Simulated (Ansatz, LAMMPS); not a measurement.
# Structural relaxation of amorphous 96SiO2-4B2O3 (mol %) (86 atoms), part 2 of 4

Aim: bring amorphous 96SiO2-4B2O3 (mol %) (86 atoms) to a nearby minimum of the energy and see what moves.

Ansatz 0.2.0; Kohn-Sham DFT, PBE, PAW (set soft_2), plane waves.

The cell: 27 Si, 2 B and 57 O. The quench rate of 100 K/ps far exceeds what a furnace or splat quench reaches. The network of bonds at the start is that of the classical potential that made the cell. Only the Γ point is sampled in the main run, in a cell whose shortest periodic width is 11 Å.

So far. Step 3 (Single point at the start): Neighbours are counted within 2.08 Å (O-Si), 1.82 Å (O-B).

**4. Cell and atoms relaxed**

Cell and atoms are freed together, to release stress as well as forces.

File input.yaml:

```yaml
crystal:
  lattice:
    - [10.8793, 0.0, 0.0]
    - [0.0, 10.8793, 0.0]
    - [0.0, 0.0, 10.8793]
  atoms:
    [... the 86 atom lines of step 3 ...]
kpoints:
  mp_grid: { grid: [1, 1, 1] }
hamiltonian:
  xc: pbe
scf:
  occupations: { method: fermi_dirac, width: 0.025 }
output:
  forces: true
relax:
  f_tol: 0.04
  max_steps: 250
  cell: {}
```

Command:

```console
ansatz run input.yaml --threads 4 --pin off --max-ram 8192MiB --backend cpu --events-out ev --progress --plain --runs-dir out
```

The log of the run:

```text
[...]
Crystal: 86 atoms, lattice volume = 1287.665 Å³
Basis set: ecut = 420 eV, 25269 PW (Γ), exchange–correlation on 150×150×150 points (8 copies of the dense FFT grid, shifted against one another)
Bands: 314, of which v1, the nominal top of the filled ones, is band 228 counted from 1 (227 counted from 0)
Symmetry: 1 space group operations
[...]
k-points: 1
[...]
SCF iter   1: F=—  HF=-49904.402271 eV  |F-HF|=—  |Δ(HF+E_count)|=         —  Δρ=4.04e-3  dr2=4.67e-1  ethr=1.77e-3  ⟨swp⟩=7.0  Hψ=1572  notcnv=0  defer=51
[...]
SCF iter   9: F=-49904.255619 eV  HF=-49904.255619 eV  |F-HF|=1.63e-8  |Δ(HF+E_count)|=   8.61e-8  Δρ=1.64e-6  dr2=2.51e-8  ethr=2.19e-11  ⟨swp⟩=4.0  Hψ=946  notcnv=0
SCF 1 converged in 9 iterations: F = -49904.255619 eV  dr2 = 2.51e-8
[...]
relax step   1: F+E_penalty+E_count = -49904.25561907 eV  Δ(F+E_penalty+E_count) = +0.000e0 eV  max|allowed force component| = 3.066e0 eV/Å  Δτ_max = 0.0000 Å  P = -2.764 GPa  Ω = 1287.665 Å³  (9 SCF iters, dr2 threshold 1.00e-7 eV, accepted)
[... from here on, the SCF cycles and remarks between the steps are left out ...]
relax step   2: F+E_penalty+E_count = -49906.21916570 eV  Δ(F+E_penalty+E_count) = -1.964e0 eV  max|allowed force component| = 2.314e0 eV/Å  Δτ_max = 0.0910 Å  P = -1.319 GPa  Ω = 1274.431 Å³  energy of the carried Pulay correction = +4.152e-2 eV  (7 SCF iters, dr2 threshold 8.60e-6 eV, accepted)
relax step   3: F+E_penalty+E_count = -49907.63796782 eV  Δ(F+E_penalty+E_count) = -1.419e0 eV  max|allowed force component| = 8.684e-1 eV/Å  Δτ_max = 0.1437 Å  P = +0.490 GPa  Ω = 1251.683 Å³  energy of the carried Pulay correction = +1.139e-1 eV  (8 SCF iters, dr2 threshold 8.60e-6 eV, accepted)
relax step   4: F+E_penalty+E_count = -49907.92817856 eV  Δ(F+E_penalty+E_count) = -2.902e-1 eV  max|allowed force component| = 7.013e-1 eV/Å  Δτ_max = 0.2000 Å  P = +0.038 GPa  Ω = 1246.195 Å³  energy of the carried Pulay correction = +1.316e-1 eV  (7 SCF iters, dr2 threshold 8.60e-6 eV, accepted)
relax step   5: F+E_penalty+E_count = -49908.09956405 eV  Δ(F+E_penalty+E_count) = -1.714e-1 eV  max|allowed force component| = 1.088e0 eV/Å  Δτ_max = 0.2000 Å  P = +0.169 GPa  Ω = 1245.892 Å³  energy of the carried Pulay correction = +1.325e-1 eV  (7 SCF iters, dr2 threshold 8.60e-6 eV, accepted)
relax step   6: F+E_penalty+E_count = -49908.16658477 eV  Δ(F+E_penalty+E_count) = -6.702e-2 eV  max|allowed force component| = 5.287e-1 eV/Å  Δτ_max = 0.2000 Å  P = +0.038 GPa  Ω = 1253.114 Å³  energy of the carried Pulay correction = +1.093e-1 eV  (7 SCF iters, dr2 threshold 8.60e-6 eV, accepted)
relax step   7: F+E_penalty+E_count = -49908.19550300 eV  Δ(F+E_penalty+E_count) = -2.892e-2 eV  max|allowed force component| = 2.223e-1 eV/Å  Δτ_max = 0.0960 Å  P = +0.006 GPa  Ω = 1253.273 Å³  energy of the carried Pulay correction = +1.088e-1 eV  (7 SCF iters, dr2 threshold 8.60e-6 eV, accepted)
relax step   8: F+E_penalty+E_count = -49908.21219839 eV  Δ(F+E_penalty+E_count) = -1.670e-2 eV  max|allowed force component| = 2.481e-1 eV/Å  Δτ_max = 0.0655 Å  P = -0.007 GPa  Ω = 1254.049 Å³  energy of the carried Pulay correction = +1.063e-1 eV  (7 SCF iters, dr2 threshold 3.09e-6 eV, accepted)
relax step   9: F+E_penalty+E_count = -49908.21947268 eV  Δ(F+E_penalty+E_count) = -7.274e-3 eV  max|allowed force component| = 3.812e-2 eV/Å  Δτ_max = 0.0390 Å  P = +0.010 GPa  Ω = 1253.471 Å³  energy of the carried Pulay correction = +1.082e-1 eV  (6 SCF iters, dr2 threshold 3.85e-6 eV, accepted)
relax step  10: F+E_penalty+E_count = -49908.16397979 eV  Δ(F+E_penalty+E_count) = +5.549e-2 eV  max|allowed force component| = 3.823e-2 eV/Å  Δτ_max = 0.0000 Å  P = -0.082 GPa  Ω = 1253.471 Å³  stress off target by 2.49e-1 GPa  SCF on the basis re-selected at this cell (its energy is not comparable with the rows above)  (8 SCF iters)
relax step  11: F+E_penalty+E_count = -49908.17007564 eV  Δ(F+E_penalty+E_count) = -6.096e-3 eV  max|allowed force component| = 3.122e-2 eV/Å  Δτ_max = 0.0145 Å  P = -0.022 GPa  Ω = 1252.696 Å³  energy of the carried Pulay correction = +2.524e-3 eV  (7 SCF iters, dr2 threshold 1.55e-7 eV, accepted)
relax step  12: F+E_penalty+E_count = -49908.17094589 eV  Δ(F+E_penalty+E_count) = -8.703e-4 eV  max|allowed force component| = 3.133e-2 eV/Å  Δτ_max = 0.0000 Å  P = -0.024 GPa  Ω = 1252.696 Å³  stress off target by 4.40e-2 GPa  SCF on the basis re-selected at this cell (its energy is not comparable with the rows above)  (6 SCF iters)
basis re-selected at this cell: Δ(F+E_penalty+E_count) = -8.703e-4 eV, ΔP = -0.002 GPa vs the last step (what re-selecting the basis moved, of the pressure what is left beyond the Pulay correction that the steps carried, after the strain that the cell walked since its last selection, [...]
SCF converged after 6 iterations
Free energy (F): -49908.170946 eV
[...]
Internal energy: -49908.170946 eV  (E = F + TS)
E sigma→0 (E₀):  -49908.170946 eV
Fermi energy:    4.764584 eV
[...]
--- Forces (eV/Å), atoms counted from 1 ---
  atom   1  Si     0.00440628    -0.00997963    -0.01350739
  atom   2  Si     0.00130937    -0.00176708    -0.00356639
  atom   3  Si    -0.00871808     0.00141964    -0.00977933
  atom   4  Si    -0.00788229    -0.00303175    -0.00981268
  atom   5  Si     0.00949922    -0.00006403    -0.00329332
  atom   6  Si    -0.01221003    -0.00196517    -0.00437013
  atom   7  Si     0.00487708    -0.00068421     0.00838636
  atom   8  Si     0.00104696    -0.00773734    -0.00118089
  atom   9  Si     0.01144757    -0.00192797     0.00860807
  atom  10  Si    -0.00163121     0.01071645     0.00082703
  atom  11  Si    -0.01428844     0.00203278     0.00239758
  atom  12  Si    -0.00273313     0.00001290     0.00315640
  atom  13  Si    -0.00131539     0.00283877    -0.00324315
  atom  14  Si    -0.00097717    -0.00526753    -0.00337164
[...]
atom  85  O      0.00316317     0.00438793    -0.00175716
  atom  86  O     -0.00220191     0.00122518    -0.00014506
  max |Σ_I F_I| component: 3.86e-5 eV/Å
--- Stress (GPa, compression-positive) ---
       -0.041689      -0.002190      -0.002713
       -0.002190      -0.024236      -0.022709
       -0.002715      -0.022709      -0.004997
  P = ⅓ Tr σ = -0.0236 GPa (-0.236 kbar)
--- Relaxed structure (10 steps of the walk, 10 accepted, 2 SCFs on fresh bases) ---
  F+E_penalty+E_count = -49908.17094589 eV   max|allowed force component| = 3.133e-2 eV/Å   (the final SCF, on the basis selected at the relaxed cell)
  cell:  # Å, volume = 1252.6963 Å³
    - [10.425378, -0.104713, 0.00384779]
    - [-0.104713, 10.920950, -0.158985]
    - [0.00384779, -0.158985, 11.005930]
  atoms:
    - { symbol: Si, position: [0.496784, 0.788898, 0.739242] }
    - { symbol: Si, position: [0.694195, 0.635518, 0.037566] }
    - { symbol: Si, position: [0.214604, 0.883851, 0.251218] }
    - { symbol: Si, position: [0.379329, 0.143805, 0.937579] }
[...]
- { symbol: O, position: [0.821104, 0.978529, 0.657545] }
```

Elapsed: 2.4 min, on 4 threads of Arm Neoverse V1, shared host; peak memory 1.4 GiB.

Relaxation path:

| step | energy less that of the first step (eV) | largest force component (eV/Å) | pressure (GPa) | volume (Å³) |
| --- | --- | --- | --- | --- |
| 1 | 0.0000 | 3.0662 | -2.76 | 1287.66 |
| 2 | -1.9635 | 2.3140 | -1.32 | 1274.43 |
| 3 | -3.3823 | 0.8684 | 0.49 | 1251.68 |
| 4 | -3.6726 | 0.7013 | 0.04 | 1246.20 |
| 5 | -3.8439 | 1.0875 | 0.17 | 1245.89 |
| 6 | -3.9110 | 0.5287 | 0.04 | 1253.11 |
| 7 | -3.9399 | 0.2223 | 0.01 | 1253.27 |
| 8 | -3.9566 | 0.2481 | -0.01 | 1254.05 |
| 9 | -3.9639 | 0.0381 | 0.01 | 1253.47 |
| 10* | -3.9084 | 0.0382 | -0.08 | 1253.47 |
| 11 | -3.9145 | 0.0312 | -0.02 | 1252.70 |
| 12* | -3.9153 | 0.0313 | -0.02 | 1252.70 |

Relaxation steps marked * repeat the geometry before them on a plane-wave basis chosen anew for their cell, so energy and pressure can jump there.

| cell as run | before | after | change |
| --- | --- | --- | --- |
| a (Å) | 10.879 | 10.426 | -4.2 % |
| b (Å) | 10.879 | 10.923 | +0.4 % |
| c (Å) | 10.879 | 11.007 | +1.2 % |
| α (°) | 90.00 | 91.66 | +1.8 % |
| β (°) | 90.00 | 89.95 | -0.1 % |
| γ (°) | 90.00 | 91.13 | +1.3 % |
| volume (Å³/atom) | 14.97 | 14.57 | -2.7 % |

The atoms that moved most (Å, as changes of fractional coordinates times the final cell):

| atom | dx | dy | dz | length |
| --- | --- | --- | --- | --- |
| O67 | -0.080 | 0.651 | -0.084 | 0.662 |
| O66 | -0.124 | 0.129 | 0.492 | 0.524 |
| O79 | -0.370 | 0.085 | -0.134 | 0.403 |
| O83 | -0.150 | -0.265 | 0.123 | 0.328 |
| O40 | 0.231 | 0.069 | -0.192 | 0.308 |
| O30 | 0.133 | 0.265 | 0.058 | 0.303 |
| O78 | -0.151 | 0.186 | -0.175 | 0.296 |
| B28 | -0.126 | 0.203 | -0.172 | 0.295 |

The relaxation changed the energy by -45.5 meV/atom, and atoms moved by 0.19 Å r.m.s., 0.66 Å at most.

**5. Distances and neighbours after relaxation**

Bonds before and after, by the cutoffs listed below:

| pair | bonds before | bonds after | mean before (Å) | mean after (Å) | spread before (Å) | spread after (Å) |
| --- | --- | --- | --- | --- | --- | --- |
| O-Si | 108 | 108 | 1.643 | 1.639 | 0.024 | 0.038 |
| O-B | 6 | 6 | 1.395 | 1.376 | 0.005 | 0.012 |

Density 2.24 g/cm³, 14.57 Å³ an atom.

g(r), total and by pair (bins of 0.2 Å):

| r (Å) | total | O-O | O-Si | O-B | Si-Si | Si-B | B-B |
| --- | --- | --- | --- | --- | --- | --- | --- |
| 1.30 | 0.43 | 0.00 | 0.00 | 13.85 | 0.00 | 0.00 | 0.00 |
| 1.50 | 0.28 | 0.00 | 0.66 | 0.00 | 0.00 | 0.00 | 0.00 |
| 1.70 | 5.09 | 0.00 | 12.25 | 0.00 | 0.00 | 0.00 | 0.00 |
| 1.90 | 0.08 | 0.00 | 0.19 | 0.00 | 0.00 | 0.00 | 0.00 |
| 2.10 | 0.00 | 0.00 | 0.00 | 0.00 | 0.00 | 0.00 | 0.00 |
| 2.30 | 0.12 | 0.27 | 0.00 | 0.00 | 0.00 | 0.00 | 0.00 |
| 2.50 | 0.85 | 1.88 | 0.00 | 0.00 | 0.00 | 1.45 | 0.00 |
| 2.70 | 2.21 | 4.92 | 0.00 | 0.00 | 0.19 | 2.58 | 0.00 |
| 2.90 | 0.75 | 0.85 | 0.28 | 0.51 | 1.96 | 3.35 | 0.00 |
| 3.10 | 0.88 | 0.52 | 0.54 | 0.45 | 4.15 | 0.00 | 0.00 |
| 3.30 | 0.69 | 0.45 | 0.74 | 2.02 | 1.30 | 0.00 | 0.00 |
| 3.50 | 0.60 | 0.43 | 0.82 | 1.83 | 0.00 | 0.79 | 0.00 |
| 3.70 | 0.93 | 0.65 | 1.39 | 0.98 | 0.39 | 0.00 | 0.00 |
| 3.90 | 1.25 | 0.73 | 1.88 | 1.76 | 0.71 | 1.23 | 0.00 |
| 4.10 | 1.21 | 0.71 | 1.92 | 1.28 | 0.40 | 1.08 | 0.00 |
| 4.30 | 1.07 | 0.73 | 1.59 | 0.00 | 0.60 | 1.98 | 0.00 |
| 4.50 | 0.89 | 1.08 | 0.60 | 0.65 | 1.42 | 0.92 | 0.00 |
| 4.70 | 0.96 | 1.26 | 0.58 | 0.79 | 1.31 | 0.81 | 0.00 |
| 4.90 | 1.06 | 1.62 | 0.53 | 1.08 | 0.80 | 1.12 | 0.00 |
| 5.10 | 1.02 | 1.37 | 0.58 | 0.84 | 1.37 | 1.06 | 0.00 |

Bonds by pair of elements; cutoffs follow the first minimum of g(r), held within bounds set by covalent radii, and pairs that aren't listed don't count as bonded:

| pair A-B | cutoff (Å) | bonds | mean length (Å) | spread (Å) | shortest (Å) | B about A | A about B |
| --- | --- | --- | --- | --- | --- | --- | --- |
| O-Si | 2.16 | 108 | 1.64 | 0.038 | 1.55 | 1.90 | 4 |
| O-B | 1.77 | 6 | 1.38 | 0.012 | 1.35 | 0.105 | 3 |

How many atoms have how many bonded neighbours:

| element | mean | 1 | 2 | 3 | 4 |
| --- | --- | --- | --- | --- | --- |
| B | 3 | 0 | 0 | 2 | 0 |
| O | 2 | 1 | 55 | 1 | 0 |
| Si | 4 | 0 | 0 | 0 | 27 |

Bond angles, per cent of each kind in bins of 5°:

| angle (°) | O-Si-O | Si-O-Si |
| --- | --- | --- |
| 95–100 | 4.9 | 0.0 |
| 100–105 | 17.3 | 1.9 |
| 105–110 | 33.3 | 0.0 |
| 110–115 | 27.8 | 1.9 |
| 115–120 | 12.3 | 5.8 |
| 120–125 | 3.7 | 3.9 |
| 125–130 | 0.0 | 11.5 |
| 130–135 | 0.6 | 9.6 |
| 135–140 | 0.0 | 13.5 |
| 140–145 | 0.0 | 7.7 |
| 145–150 | 0.0 | 21.2 |
| 150–155 | 0.0 | 3.9 |
| 155–160 | 0.0 | 3.9 |
| 160–165 | 0.0 | 9.6 |
| 165–170 | 0.0 | 1.9 |
| 170–175 | 0.0 | 1.9 |
| 175–180 | 0.0 | 1.9 |

Bond angles (no mean is given where the spread exceeds 20°):

| angle | count | mean (°) | spread (°) |
| --- | --- | --- | --- |
| O-Si-O | 162 | 109 | 5.7 |
| Si-O-Si | 52 | 141 | 15.5 |
| B-O-Si | 6 | 133 | 13.2 |
| O-B-O | 6 | 120 | 2.4 |

Oxygen atoms by the number of network formers (Si, P, Ge, B, Al, As, Ga) bound to them:

| network formers bound to O | O atoms | per cent |
| --- | --- | --- |
| 0 | 0 | 0 |
| 1 | 1 | 1.8 |
| 2 | 55 | 96.5 |
| 3 | 1 | 1.8 |

Network units: each former by its oxygen neighbours and how many of them bridge to another former:

| former | O neighbours | bridging O | atoms |
| --- | --- | --- | --- |
| Si | 4 | 3 | 1 |
| Si | 4 | 4 | 26 |
| B | 3 | 3 | 2 |

Bond length by coordination (bonds to H left out):

| element | coordination | atoms | mean bond length (Å) |
| --- | --- | --- | --- |
| O | 1 | 1 | 1.55 |
| O | 2 | 55 | 1.62 |
| O | 3 | 1 | 1.81 |

Rings of the network by King's shortest-path rule, up to 12 atoms, one path for each pair of neighbours; H, halogens, alkali and alkaline-earth atoms are left out:

| ring size (atoms) | rings | per network atom |
| --- | --- | --- |
| 6 | 2 | 0.023 |
| 8 | 4 | 0.047 |
| 10 | 11 | 0.128 |
| 12 | 13 | 0.151 |

By these cutoffs all B atoms have 3, 96 % of O atoms have 2 and all Si atoms have 4 bonded neighbours. The O-Si-O angle averages 109° with a spread of 6°. 96 % of the oxygens bridge two formers and 2 % are non-bridging; 2 % join three. The commonest Si unit has 4 oxygens, 4 of them shared with other formers (26 of 27 atoms). Rings of 12 atoms are the most common (43 % of those counted); sizes run from 6 to 12, where the search stops.

[end of part 2 of 4]

[Long decimals in the printed logs are rounded to 6 places.]

[Logs are printed without paths, hosts, clocks, repeated set-up lines and the standing remarks that a program may print on its own settings, such as how far it seeks lower states.]

[Hosts, paths, dates, database ids (printed as entryN), source tags and the programs' standing remarks are cut or masked in the printed files.]

[A walk said to have stopped at its limit may instead have ended on an SCF cycle that didn't converge.]
